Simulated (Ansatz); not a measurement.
## The perfect V wire along [111], 14 atoms a period

Wanted: the relaxed geometry and the bands of the V wire along [111], 14 atoms a period.

Main program and level: Ansatz 0.2.0; DFT PBE, plane waves, PAW; relaxation of a wire's period; PAW set soft_1, in the first sound run; inputs show where later runs differ.

## 1. The starting structure

The cell holds 14 atoms: 14 V. Cell: a = 13.143 Å, b = 15.345 Å, c = 2.589 Å, α = 90.0°, β = 90.0°, γ = 90.0°. Vacuum lies along a and b. The structure's axis is c.

## 2. The relaxed wire

Band widths follow the bond lengths, so the wire is relaxed first. The atoms and the third cell vector are free; the box across stays fixed as vacuum. A Fermi-Dirac smearing is set since the result may be a metal. The pressure printed is a third of the stress's trace over the whole box, vacuum included; only the stress along the axis is relaxed.

The input, input.yaml:

```yaml
crystal:
  lattice:
    - [13.143, 0.0, 0.0]
    - [0.0, 15.345, 0.0]
    - [0.0, 0.0, 2.5894159573]
  atoms:
    - { symbol: V, position: [0.25869284, 0.698857891, 0.0] }
    - { symbol: V, position: [0.419557884, 0.460214217, 0.0] }
    - { symbol: V, position: [0.580422929, 0.698857891, 0.0] }
    - { symbol: V, position: [0.25869284, 0.380666326, 0.333333333] }
    - { symbol: V, position: [0.419557884, 0.61931, 0.333333333] }
    - { symbol: V, position: [0.580422929, 0.380666326, 0.333333333] }
    - { symbol: V, position: [0.741287973, 0.61931, 0.333333333] }
    - { symbol: V, position: [0.25869284, 0.539762108, 0.666666667] }
    - { symbol: V, position: [0.419557884, 0.301118435, 0.666666667] }
    - { symbol: V, position: [0.419557884, 0.778405782, 0.666666667] }
    - { symbol: V, position: [0.580422929, 0.539762108, 0.666666667] }
    - { symbol: V, position: [0.741287973, 0.301118435, 0.666666667] }
    - { symbol: V, position: [0.580422929, 0.221570544, 0.0] }
    - { symbol: V, position: [0.741287973, 0.460214217, 0.0] }
kpoints:
  mp_grid: { grid: [1, 1, 31] }
scf:
  occupations: { method: fermi_dirac, width: 0.05 }
hamiltonian:
  xc: pbe
  pseudopotentials: { kind: paw, azcp: { folder: soft_1 } }
relax:
  cell: { fix: [a, b, alpha, beta, gamma] }
  max_steps: 45
  f_tol: 0.03
```

Command:

```sh
$ ansatz run input.yaml --threads 4 --pin off --max-ram 16384MiB --backend cpu --events-out ev --progress --plain --runs-dir out
```

Numbers of over 12 decimals in the logs are rounded to 6 here.

Output:

```text
Engine: ansatz 0.2.0, aarch64-unknown-linux-gnu
Pseudopotentials: kind: paw
Pseudopotential: V, paw, valence charge 13, recommended cutoff 420 eV (normal), soft_1/V.paw.azcp
Functional definition: PBE
  parameter kappa = 0.804
  parameter beta = 0.066725
  exchange = pbe_x(kappa = kappa, mu = beta*pi^2/3)
  correlation = pbe_c(beta = beta)
Crystal: 14 atoms, lattice volume = 522.232 Å³
Basis set: ecut = 420 eV, 10213 PW (Γ), exchange–correlation on 180×216×36 points (8 copies of the dense FFT grid, shifted against one another)
Bands: 110, of which v1, the nominal top of the filled ones, is band 91 counted from 1 (90 counted from 0)
Symmetry: 2 space group operations
Space group: P-1 (ITA 2), of the structure as read, at distance tolerance 8.1e-5 Å
k-points: 16 of 31
Non-local potential: V, projectors of the file, l = 0: 3, l = 1: 2, l = 2: 3, l = 3: 1
PAW form: soft (Blöchl's): semilocal exchange-correlation on the pseudo side does not see the compensation charge
PAW one-centre angular grid: V, 590 points (default); XC on 64 Gauss nodes
Initial density: superposition of atomic densities (neutral atoms: chi_scale 0, normalization atom)
Initial wavefunctions: pseudopotential atomic-orbital guess
Functional: x = pbe(κ = 0.804, μ = 0.219515), c = pbe(β = 0.066725)
SCF iter   1: F=—  HF=-40782.593897 eV  |F-HF|=—  |Δ(HF+E_count)|=         —  Δρ=7.99e-2  dr2=2.87e2  ethr=3.10e-3  ⟨swp⟩=10.7  Hψ=8332  notcnv=0
preconditioner: auto → LDOS  [metal: Δε(μ)=0.023 eV  Ē_g=3.298 eV  σ=0.050 eV  W_gap=0.11  n_scr=86 (ndim 8)  ℏωp=13.6 eV  f_vac=0.469  D(μ)=14.73/eV (n_scr^D=78)  β→1.0]
SCF iter   2: F=—  HF=-40811.535712 eV  |F-HF|=—  |Δ(HF+E_count)|=    2.89e1  Δρ=1.87e-1  dr2=1.49e3  ethr=3.10e-3  ⟨swp⟩=14.3  Hψ=12518  notcnv=0  defer=13  recentre
SCF iter   3: F=—  HF=-40764.234745 eV  |F-HF|=—  |Δ(HF+E_count)|=    4.73e1  Δρ=3.49e-2  dr2=6.64e1  ethr=3.10e-3  ⟨swp⟩=10.2  Hψ=9275  notcnv=0  defer=13
SCF iter   4: F=—  HF=-40760.655760 eV  |F-HF|=—  |Δ(HF+E_count)|=    3.58e0  Δρ=1.63e-2  dr2=3.39e0  ethr=3.10e-3  ⟨swp⟩=6.7  Hψ=4181  notcnv=0  defer=23
SCF iter   5: F=—  HF=-40760.305461 eV  |F-HF|=—  |Δ(HF+E_count)|=   3.50e-1  Δρ=5.68e-3  dr2=2.52e-1  ethr=1.86e-3  ⟨swp⟩=5.1  Hψ=3144  notcnv=0  defer=17
SCF iter   6: F=—  HF=-40760.290561 eV  |F-HF|=—  |Δ(HF+E_count)|=   1.49e-2  Δρ=1.62e-3  dr2=3.93e-2  ethr=1.39e-4  ⟨swp⟩=5.9  Hψ=3134  notcnv=0  defer=17
SCF iter   7: F=—  HF=-40760.287900 eV  |F-HF|=—  |Δ(HF+E_count)|=   2.66e-3  Δρ=1.38e-3  dr2=4.31e-2  ethr=2.16e-5  ⟨swp⟩=2.6  Hψ=2608  notcnv=0  defer=10
SCF iter   8: F=—  HF=-40760.287507 eV  |F-HF|=—  |Δ(HF+E_count)|=   3.93e-4  Δρ=3.68e-4  dr2=4.71e-3  ethr=2.16e-5  ⟨swp⟩=1.6  Hψ=1779  notcnv=0  defer=10
SCF iter   9: F=—  HF=-40760.287497 eV  |F-HF|=—  |Δ(HF+E_count)|=   1.00e-5  Δρ=1.29e-4  dr2=4.38e-4  ethr=2.59e-6  ⟨swp⟩=2.0  Hψ=2330  notcnv=0  defer=9
SCF iter  10: F=—  HF=-40760.287537 eV  |F-HF|=—  |Δ(HF+E_count)|=   4.08e-5  Δρ=1.15e-4  dr2=1.87e-4  ethr=2.40e-7  ⟨swp⟩=2.0  Hψ=2376  notcnv=0  defer=9
SCF iter  11: F=—  HF=-40760.287539 eV  |F-HF|=—  |Δ(HF+E_count)|=   1.78e-6  Δρ=5.88e-5  dr2=6.40e-5  ethr=1.03e-7  ⟨swp⟩=2.0  Hψ=1977  notcnv=0  defer=9
SCF iter  12: F=—  HF=-40760.288117 eV  |F-HF|=—  |Δ(HF+E_count)|=   5.78e-4  Δρ=2.48e-5  dr2=1.70e-5  ethr=3.52e-8  ⟨swp⟩=1.6  Hψ=1836  notcnv=0  defer=9
SCF iter  13: F=—  HF=-40760.288117 eV  |F-HF|=—  |Δ(HF+E_count)|=   3.70e-7  Δρ=1.25e-5  dr2=2.58e-6  ethr=9.33e-9  ⟨swp⟩=1.9  Hψ=2171  notcnv=0  defer=9
SCF iter  14: F=-40760.288117 eV  HF=-40760.288117 eV  |F-HF|=4.50e-9  |Δ(HF+E_count)|=   1.63e-8  Δρ=2.26e-6  dr2=3.99e-8  ethr=5.49e-11  ⟨swp⟩=4.8  Hψ=6736  notcnv=0
SCF 1 converged in 14 iterations: F = -40760.288117 eV  dr2 = 3.99e-8
  greatest PAW one-centre occupation: 1.000 electrons in one spin orbital (limit 2), on the V atom at site 10 (counted from 0), in its partial waves of l = 0
relax step   1: F+E_penalty+E_count = -40760.28811675 eV  Δ(F+E_penalty+E_count) = +0.000e0 eV  max|allowed force component| = 1.323e0 eV/Å  Δτ_max = 0.0000 Å  P = -4.854 GPa  Ω = 522.232 Å³  fix = [a, b, alpha, beta, gamma]  reactions: a -4.232, b -4.482 GPa; alpha +0.164, beta +0.290, gamma -0.249 GPa/rad  (14 SCF iters, dr2 threshold 1.00e-7 eV, accepted)
Crystal: 14 atoms, lattice volume = 504.876 Å³
Basis set: ecut = 420 eV, 9849 PW (Γ), exchange–correlation on 180×216×36 points (8 copies of the dense FFT grid, shifted against one another)
Initial density: handed on by an earlier stage of this run
Initial wavefunctions: those handed on with the density
SCF iter   1: F=—  HF=-40762.314246 eV  |F-HF|=—  |Δ(HF+E_count)|=         —  Δρ=2.76e-2  dr2=2.16e1  ethr=3.10e-3  ⟨swp⟩=13.1  Hψ=9084  notcnv=0  defer=1
preconditioner: auto → LDOS  [metal: Δε(μ)=0.010 eV  Ē_g=2.792 eV  σ=0.050 eV  W_gap=0.05  n_scr=86 (ndim 8)  ℏωp=13.8 eV  f_vac=0.526  D(μ)=17.10/eV (n_scr^D=94)  β→1.0]
SCF iter   2: F=—  HF=-40762.407567 eV  |F-HF|=—  |Δ(HF+E_count)|=   9.33e-2  Δρ=2.42e-2  dr2=1.97e1  ethr=3.10e-3  ⟨swp⟩=3.9  Hψ=3177  notcnv=0  defer=19
SCF iter   3: F=—  HF=-40761.305888 eV  |F-HF|=—  |Δ(HF+E_count)|=    1.10e0  Δρ=4.23e-3  dr2=3.00e-1  ethr=3.10e-3  ⟨swp⟩=2.9  Hψ=2607  notcnv=0  defer=19
SCF iter   4: F=—  HF=-40761.298615 eV  |F-HF|=—  |Δ(HF+E_count)|=   7.27e-3  Δρ=1.65e-3  dr2=1.71e-2  ethr=1.65e-4  ⟨swp⟩=4.2  Hψ=3026  notcnv=0  defer=25
SCF iter   5: F=—  HF=-40761.298464 eV  |F-HF|=—  |Δ(HF+E_count)|=   1.51e-4  Δρ=5.34e-4  dr2=3.94e-3  ethr=9.39e-6  ⟨swp⟩=2.5  Hψ=3148  notcnv=0  defer=23
SCF iter   6: F=—  HF=-40761.298998 eV  |F-HF|=—  |Δ(HF+E_count)|=   5.34e-4  Δρ=1.65e-4  dr2=2.68e-4  ethr=2.17e-6  ⟨swp⟩=2.0  Hψ=2271  notcnv=0  defer=23
SCF iter   7: F=—  HF=-40761.299369 eV  |F-HF|=—  |Δ(HF+E_count)|=   3.71e-4  Δρ=6.44e-5  dr2=3.90e-5  ethr=1.47e-7  ⟨swp⟩=2.8  Hψ=3041  notcnv=0  defer=23
SCF iter   8: F=—  HF=-40761.299390 eV  |F-HF|=—  |Δ(HF+E_count)|=   2.10e-5  Δρ=3.82e-5  dr2=2.15e-5  ethr=2.14e-8  ⟨swp⟩=3.5  Hψ=3553  notcnv=0  defer=23
SCF iter   9: F=—  HF=-40761.299390 eV  |F-HF|=—  |Δ(HF+E_count)|=   6.93e-7  Δρ=1.77e-5  dr2=6.99e-6  ethr=1.18e-8  ⟨swp⟩=2.0  Hψ=2303  notcnv=0  defer=23
SCF iter  10: F=-40761.299390 eV  HF=-40761.299390 eV  |F-HF|=3.12e-7  |Δ(HF+E_count)|=   5.88e-8  Δρ=5.92e-6  dr2=4.86e-7  ethr=7.69e-10  ⟨swp⟩=3.3  Hψ=5836  notcnv=0
SCF 2 converged in 10 iterations: F = -40761.299390 eV  dr2 = 4.86e-7
[...]
relax step   4: F+E_penalty+E_count = -40761.35581180 eV  Δ(F+E_penalty+E_count) = +7.993e-3 eV  max|allowed force component| = 2.197e-1 eV/Å  Δτ_max = 0.0588 Å  P = -0.099 GPa  Ω = 501.192 Å³  energy of the carried Pulay correction = +7.090e-3 eV  fix = [a, b, alpha, beta, gamma]  (8 SCF iters, dr2 threshold 1.40e-6 eV, rejected (line search))
[...]
relax step   5: F+E_penalty+E_count = -40761.38232703 eV  Δ(F+E_penalty+E_count) = -1.852e-2 eV  max|allowed force component| = 6.969e-2 eV/Å  Δτ_max = 0.0287 Å  P = -0.124 GPa  Ω = 501.686 Å³  energy of the carried Pulay correction = +6.920e-3 eV  fix = [a, b, alpha, beta, gamma]  reactions: a +0.027, b -0.055 GPa; alpha +0.086, beta +0.149, gamma -0.119 GPa/rad  (13 SCF iters, accepted)
[...]
relax step   6: F+E_penalty+E_count = -40761.39413845 eV  Δ(F+E_penalty+E_count) = -1.181e-2 eV  max|allowed force component| = 4.472e-2 eV/Å  Δτ_max = 0.0734 Å  P = -0.161 GPa  Ω = 497.246 Å³  energy of the carried Pulay correction = +8.452e-3 eV  fix = [a, b, alpha, beta, gamma]  reactions: a -0.273, b -0.164 GPa; alpha -0.009, beta -0.003, gamma +0.039 GPa/rad  (9 SCF iters, dr2 threshold 3.04e-7 eV, accepted)
[...]
relax step   7: F+E_penalty+E_count = -40761.39572042 eV  Δ(F+E_penalty+E_count) = -1.582e-3 eV  max|allowed force component| = 2.099e-2 eV/Å  Δτ_max = 0.0202 Å  P = -0.061 GPa  Ω = 497.355 Å³  energy of the carried Pulay correction = +8.415e-3 eV  fix = [a, b, alpha, beta, gamma]  reactions: a -0.125, b -0.068 GPa; alpha +0.006, beta +0.011, gamma -0.006 GPa/rad  (8 SCF iters, dr2 threshold 1.25e-7 eV, accepted)
Initial wavefunctions: pseudopotential atomic-orbital guess (no wavefunctions were taken with the density)
iter 1 solved again at ethr=6.80e-7 eV; its pass at ethr=3.10e-3 eV (dr2=1.24e-3 eV) is discarded
SCF iter   1: F=—  HF=-40761.386150 eV  |F-HF|=—  |Δ(HF+E_count)|=         —  Δρ=8.76e-5  dr2=5.50e-6  ethr=6.80e-7  ⟨swp⟩=4.6  Hψ=12785  notcnv=0
preconditioner: auto → LDOS  [metal: Δε(μ)=0.009 eV  Ē_g=2.659 eV  σ=0.050 eV  W_gap=0.04  n_scr=86 (ndim 8)  ℏωp=13.9 eV  f_vac=0.514  D(μ)=20.30/eV (n_scr^D=140)  β→1.0]
SCF iter   2: F=—  HF=-40761.386555 eV  |F-HF|=—  |Δ(HF+E_count)|=   4.05e-4  Δρ=7.16e-5  dr2=2.96e-5  ethr=3.02e-9  ⟨swp⟩=3.1  Hψ=3871  notcnv=0
SCF iter   3: F=—  HF=-40761.386550 eV  |F-HF|=—  |Δ(HF+E_count)|=   5.09e-6  Δρ=3.58e-5  dr2=7.97e-6  ethr=3.02e-9  ⟨swp⟩=2.9  Hψ=3377  notcnv=0
SCF iter   4: F=—  HF=-40761.386549 eV  |F-HF|=—  |Δ(HF+E_count)|=   1.31e-6  Δρ=5.78e-6  dr2=4.00e-7  ethr=3.02e-9  ⟨swp⟩=3.0  Hψ=3851  notcnv=0
SCF iter   5: F=—  HF=-40761.386549 eV  |F-HF|=—  |Δ(HF+E_count)|=   9.87e-9  Δρ=2.91e-6  dr2=1.05e-7  ethr=2.20e-10  ⟨swp⟩=2.0  Hψ=2274  notcnv=0
SCF iter   6: F=—  HF=-40761.386549 eV  |F-HF|=—  |Δ(HF+E_count)|=   4.83e-9  Δρ=9.40e-7  dr2=2.21e-8  ethr=5.77e-11  ⟨swp⟩=1.9  Hψ=1873  notcnv=0
SCF iter   7: F=—  HF=-40761.386549 eV  |F-HF|=—  |Δ(HF+E_count)|=  9.17e-10  Δρ=5.18e-7  dr2=2.82e-9  ethr=1.22e-11  ⟨swp⟩=2.0  Hψ=2355  notcnv=0
SCF iter   8: F=—  HF=-40761.386549 eV  |F-HF|=—  |Δ(HF+E_count)|=  3.27e-10  Δρ=3.17e-7  dr2=8.95e-10  ethr=1.55e-12  ⟨swp⟩=3.2  Hψ=3725  notcnv=0
SCF iter   9: F=-40761.386549 eV  HF=-40761.386549 eV  |F-HF|=2.18e-11  |Δ(HF+E_count)|=  1.46e-11  Δρ=8.01e-8  dr2=4.91e-11  ethr=1.00e-12  ⟨swp⟩=3.9  Hψ=5940  notcnv=0
SCF 8 converged in 9 iterations: F = -40761.386549 eV  dr2 = 4.91e-11
relax step   8: F+E_penalty+E_count = -40761.38654875 eV  Δ(F+E_penalty+E_count) = +9.172e-3 eV  max|allowed force component| = 2.102e-2 eV/Å  Δτ_max = 0.0000 Å  P = -0.049 GPa  Ω = 497.355 Å³  fix = [a, b, alpha, beta, gamma]  reactions: a -0.110, b -0.055 GPa; alpha +0.006, beta +0.012, gamma -0.005 GPa/rad  stress off target by 1.87e-2 GPa on what of the cell is left free  SCF on the basis re-selected at this cell (its energy is not comparable with the rows above)  (9 SCF iters)
basis re-selected at this cell: Δ(F+E_penalty+E_count) = +9.172e-3 eV, ΔP = +0.013 GPa vs the last step (what re-selecting the basis moved, of the pressure what is left beyond the Pulay correction that the steps carried, after the strain that the cell walked since its last selection, with what the two solves' SCF thresholds leave and, on support functions, any second-order correction that the steps lacked; it is no m [...]
SCF converged after 9 iterations
Free energy (F): -40761.386549 eV
Harris-Foulkes:  -40761.386549 eV  (|F-HF|=2.18e-11)
Internal energy: -40761.220594 eV  (E = F + TS)
E sigma→0 (E₀):  -40761.303571 eV
Entropy (-TS):   -0.165955 eV (-11.854 meV/atom)
Fermi energy:    4.036210 eV
--- Per-component energies (eV) ---
  E_band       = -4316.080487
  E_kinetic    = 4143.201899
  E_local      = -101321.117814  (includes V_loc(G=0)·N_el)
  E_nonlocal   = 1171.396215
  E_hartree    = 48353.424230
  E_xc         = -1601.281074
  E_vxc        = -2024.849956  (∫ρ·V_xc dr)
  E_paw        = -15769.075164  (= ΣΔE_a)
  E_vpaw       = -2991.574898  (= ΣTr[D̂ρ^β])
  E_aug_tail   = 0.014991  (compensation charges beyond the density's cutoff)
  E_ewald      = 24262.216124
  E_smearing   = -0.165955  (= −TS)
  E_closure    = -0.000000  (closes the sum)
  Σ components = -40761.386549   (vs F -40761.386549, Δ=0.00e0)
--- Forces (eV/Å), atoms counted from 1 ---
  atom   1  V     -0.00429057    -0.00440291    -0.00431078
  atom   2  V      0.02101575     0.00787286     0.00701797
  atom   3  V      0.00532772     0.00008492     0.00052318
  atom   4  V      0.00365688    -0.00063719     0.00938617
  atom   5  V      0.00598464    -0.00984064     0.00161767
  atom   6  V     -0.00598464     0.00984064    -0.00161767
  atom   7  V     -0.00365688     0.00063719    -0.00938617
  atom   8  V     -0.00095457     0.00587178    -0.00261602
  atom   9  V     -0.00532772    -0.00008492    -0.00052318
  atom  10  V      0.00393695     0.00164387     0.00398328
  atom  11  V     -0.02101575    -0.00787286    -0.00701797
  atom  12  V      0.00429057     0.00440291     0.00431078
  atom  13  V     -0.00393695    -0.00164387    -0.00398328
  atom  14  V      0.00095457    -0.00587178     0.00261602
  max |Σ_I F_I| component: 2.17e-18 eV/Å
--- Stress (GPa, compression-positive) ---
       -0.110180       0.005233      -0.012002
        0.005233      -0.054665      -0.006497
       -0.012002      -0.006497       0.018680
  P = ⅓ Tr σ = -0.0487 GPa (-0.487 kbar)
--- Relaxed structure (7 steps of the walk, 6 accepted, 1 SCFs on fresh bases) ---
  F+E_penalty+E_count = -40761.38654875 eV   max|allowed force component| = 2.102e-2 eV/Å   (the final SCF, on the basis selected at the relaxed cell)
  cell:  # Å, volume = 497.3551 Å³
    - [13.143, 0, 0]
    - [0, 15.345, 0]
    - [0, 0, 2.466069]
  atoms:
    - { symbol: V, position: [0.269898, 0.692760, 0.00138935] }
    - { symbol: V, position: [0.418451, 0.459964, 0.026153] }
    - { symbol: V, position: [0.584443, 0.698303, -0.028781] }
    - { symbol: V, position: [0.263202, 0.383953, 0.413526] }
    - { symbol: V, position: [0.421509, 0.617348, 0.333521] }
    - { symbol: V, position: [0.578491, 0.382628, 0.333146] }
    - { symbol: V, position: [0.736798, 0.616024, 0.253140] }
    - { symbol: V, position: [0.257248, 0.537910, 0.696377] }
    - { symbol: V, position: [0.415557, 0.301673, 0.695447] }
    - { symbol: V, position: [0.422114, 0.767351, 0.665896] }
    - { symbol: V, position: [0.581549, 0.540012, 0.640513] }
    - { symbol: V, position: [0.730102, 0.307216, 0.665277] }
    - { symbol: V, position: [0.577886, 0.232625, 0.000770716] }
    - { symbol: V, position: [0.742752, 0.462066, -0.029710] }
```

Run time: 2.9 min. Hardware: 4 threads of Arm Neoverse V2, shared host; peak memory 1.9 GiB; 11 min of CPU time.

This run has no spin polarisation, although V can carry a moment.

(Part 1 of 2 ends here.)

[Logs are printed without paths, hosts, clocks, repeated set-up lines and the standing remarks that a program may print on its own settings, such as how far it seeks lower states.]

[Hosts, paths, dates, database ids (printed as entryN), source tags and the programs' standing remarks are cut or masked in the printed files.]
